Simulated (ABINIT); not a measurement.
# Beyond one shot: KBr (Fm-3m), part 3 of 3

Aim: iterate the self-energy on KBr (Fm-3m) and follow the gap from cycle to cycle.

ABINIT 10.8.3; LDA and many-body steps on it, plane waves. Known limits of the many-body steps: not at the basis limit; no spin-orbit coupling.

So far. Step 10 (evGW, cycle 1): Against G0W0 in ABINIT (4×4×4 mesh, 95 bands, screening to 130.6 eV, Godby-Needs plasmon pole), the gap moves by +1.023 eV. Step 13 (evGW, cycle 2): Against the cycle before, the gap moves by +0.083 eV.

## (15) Screening, 4×4×4 mesh, 95 bands, screening to 130.6 eV

This step: RPA screening on LDA from quasiparticle energies, plane waves, norm-conserving pseudopotentials.

File run.abi:

```
acell 3*1.0 Angstrom
rprim 
  0.000000000000 3.300000000000 3.300000000000
  3.300000000000 0.000000000000 3.300000000000
  3.300000000000 3.300000000000 0.000000000000
ntypat 2
znucl 19 35
natom 2
typat 1 2
xred 
  0.000000000000 0.000000000000 0.000000000000
  0.500000000000 0.500000000000 0.500000000000
pp_dirpath "pseudos"
pseudos "K.upf, Br.upf"
ecut 32
ngkpt 4 4 4
nshiftk 1
shiftk 0 0 0
kptopt 1
chksymbreak 0
istwfk *1
occopt 1
irdwfk 1
optdriver 3
nband 95
ecuteps 4.8
inclvkb 2
awtr 1
symchi 1
irdqps 1
gwcalctyp 10
nqptdm 7
qptdm 
  0.2500000000 0.0000000000 0.0000000000
  0.5000000000 0.0000000000 0.0000000000
  0.2500000000 0.2500000000 0.0000000000
  0.5000000000 0.2500000000 0.0000000000
  -0.2500000000 0.2500000000 0.0000000000
  0.5000000000 0.5000000000 0.0000000000
  -0.2500000000 0.5000000000 0.2500000000
indata_prefix "in"
outdata_prefix "out"
tmpdata_prefix "tmp"
```

File mrgscr.stdin:

```
2
merged
q0_SCR
out_SCR
1
```

Launch:

```sh
> OMP_NUM_THREADS=1 mpirun -n 4 abinit run.abi > log; mrgscr < mrgscr.stdin
```

Numbers of over 12 decimals in the logs are rounded to 6 here.

Log:

```text
.Version 10.8.3 of ABINIT. v10.8.2 released Aug 2026.

 Symmetries : space group Fm -3 m (#225); Bravais cF (face-center cubic)
[... echo of the input left out ...]
== DATASET  1 ==================================================================
-   mpi_nproc: 4, omp_nthreads: 1 (-1 if OMP is not activated)

--- !DatasetInfo
iteration_state: {dtset: 1, }
dimensions: {natom: 2, nkpt: 8, mband: 95, nsppol: 1, nspinor: 1, nspden: 1, mpw: 4279, }
cutoff_energies: {ecut:  32.0, pawecutdg:  -1.0, }
[...]
q-point number  1        q = ( 0.250000, 0.000000, 0.000000) [r.l.u.]
--------------------------------------------------------------------------------
[... chi0 elements left out ...]
  Average fulfillment of the sum rule on Im[epsilon] for q-point    2 :    102.57  [%]

--------------------------------------------------------------------------------
  q-point number  2        q = ( 0.500000, 0.000000, 0.000000) [r.l.u.]
--------------------------------------------------------------------------------
[... chi0 elements left out ...]
  Average fulfillment of the sum rule on Im[epsilon] for q-point    3 :     93.54  [%]

 [... 5 further q-points ...]
```

It took 18 s on 4 MPI ranks of Arm Neoverse V1, shared host; peak memory 0.88 GiB.

Numbers from this step:

- plasma frequency: 17.52 eV
- plane waves in the screening matrix: 259

This screening reads the quasiparticle levels of the cycle before.

## (16) evGW, cycle 3

This step: evGW on LDA, plane waves, norm-conserving pseudopotentials.

Changes to run.abi since step 15:

```diff
@@ -23,12 +23,10 @@
 irdwfk 1
-optdriver 3
+optdriver 4
 nband 95
-ecuteps 4.8
-inclvkb 2
-awtr 1
-symchi 1
-irdqps 1
 gwcalctyp 10
-nqptdm 7
-qptdm 
+ecutsigx 32
+symsigma 1
+nkptgw 8
+kptgw 
+  0.0000000000 0.0000000000 0.0000000000
   0.2500000000 0.0000000000 0.0000000000
@@ -40,2 +38,15 @@
   -0.2500000000 0.5000000000 0.2500000000
+bdgw 
+  1 15
+  1 15
+  1 15
+  1 15
+  1 15
+  1 15
+  1 15
+  1 15
+ecuteps 4.8
+irdscr 1
+ppmodel 1
+irdqps 1
 indata_prefix "in"
```

Launch:

```sh
> OMP_NUM_THREADS=1 mpirun -n 4 abinit run.abi > log
```

Log:

```text
.Version 10.8.3 of ABINIT. v10.8.2 released Aug 2026.

 Symmetries : space group Fm -3 m (#225); Bravais cF (face-center cubic)
[... echo of the input left out ...]
== DATASET  1 ==================================================================
-   mpi_nproc: 4, omp_nthreads: 1 (-1 if OMP is not activated)

--- !DatasetInfo
iteration_state: {dtset: 1, }
dimensions: {natom: 2, nkpt: 8, mband: 95, nsppol: 1, nspinor: 1, nspden: 1, mpw: 4279, }
cutoff_energies: {ecut:  32.0, pawecutdg:  -1.0, }
[...]
.  kptgw no:  3; Maximum DeltaE = (  -0.963  -0.175) for band index:  1
[...]
.  kptgw no:  7; Maximum DeltaE = (  -0.581  -0.223) for band index:  1
.  kptgw no:  8; Maximum DeltaE = (  -0.743  -0.353) for band index:  1

== END DATASET(S) ==============================================================
================================================================================

 -outvars: echo values of variables after computation  --------
           etotal      0.0000000000E+00
            nband          95
             nkpt           8
          spgroup         225
 [... the other variables as echoed above ...]

 Calculation completed.
```

The job ended after 3.2 min (4 MPI ranks; peak memory 1.5 GiB).

Numbers from this step:

```
quasiparticle gap on the mesh                         : 7.896 eV
gap of the density functional on the mesh             : 4.032 eV
k of the valence top                                  : 0, 0, 0
k of the conduction bottom                            : 0, 0, 0
least direct quasiparticle gap on the computed points : 7.896 eV
```

Against the cycle before, the gap moves by +0.008 eV.

## (17) The runs together

Times are wall times on 4 MPI ranks of Arm Neoverse V1, shared host, good to a factor of about two. A run's time includes the screening step that it read.

```csv
run,mesh,bands,screening cutoff (eV),DFT gap (eV),gap on the mesh (eV),direct (eV),ε∞ used,time
G0W0,4×4×4,95,130.6,4.032,6.782,6.782,2.50,29 s
"evGW0, cycle 1",4×4×4,95,130.6,4.032,7.348,7.348,2.50,3.5 min
"evGW0, cycle 2",4×4×4,95,130.6,4.032,7.183,7.183,2.50,3.5 min
"evGW0, cycle 3",4×4×4,95,130.6,4.032,7.184,7.184,2.50,3.5 min
"evGW, cycle 1",4×4×4,95,130.6,4.032,7.805,7.805,2.12,3.6 min
"evGW, cycle 2",4×4×4,95,130.6,4.032,7.888,7.888,2.07,3.6 min
"evGW, cycle 3",4×4×4,95,130.6,4.032,7.896,7.896,2.07,3.6 min
```

## (18) Outcome

```
G0W0           : 6.782 eV
evGW0, cycle 1 : 7.348 eV
evGW0, cycle 2 : 7.183 eV
evGW0, cycle 3 : 7.184 eV
evGW, cycle 1  : 7.805 eV
evGW, cycle 2  : 7.888 eV
evGW, cycle 3  : 7.896 eV
known limits   : not at the basis limit; no spin-orbit coupling
```

In words: Only the bands that the input lists are updated; the others, empty or deep, keep the functional's energies or take a rigid shift. The evGW loop starts from the last levels of evGW0, so its cycles and time come on top of those. evGW0 ends at 7.18 eV, +0.40 eV from G0W0, after 3 cycles that took 9.5 min beside the first screening; the last moved the gap by 0.001 eV. evGW ends at 7.90 eV, +1.11 eV from G0W0, after 3 cycles that took 11 min beside the first screening; the last moved the gap by 0.008 eV. The first cycle of evGW0 takes the full correction, without the factor Z, so it overshoots the one-shot value. Bands and cutoff are finite, so the gap is not at the basis limit. The miss can reach some tenths of an eV and take either sign; the mesh is an error of its own. In the updated screening the q = 0 part is built from Kohn-Sham bands under a rigid shift, the other q from the quasiparticle levels. The many-body steps are scalar-relativistic: spin-orbit coupling is not in them.

[Paths, hosts, dates, memory and timing lines, banners, echoed tables and standing remarks are left out of the program output.]

[Logs are printed without paths, hosts, clocks, repeated set-up lines and the standing remarks that a program may print on its own settings, such as how far it seeks lower states.]

[Runs of the session that timed out or met a known fault of the program may be left out.]

[Hosts, paths, dates, database ids (printed as entryN), source tags and the programs' standing remarks are cut or masked in the printed files.]

[G0W0 gaps are taken among the corrected bands and points alone; a level outside them can change the order at an edge.]

[Where Ansatz stands beside ABINIT at settings called matched, ABINIT's density can come from a denser mesh and the files from another edition; pairs whose starting gaps differed by over 0.03 eV were left out, so agreement reads better than it is.]
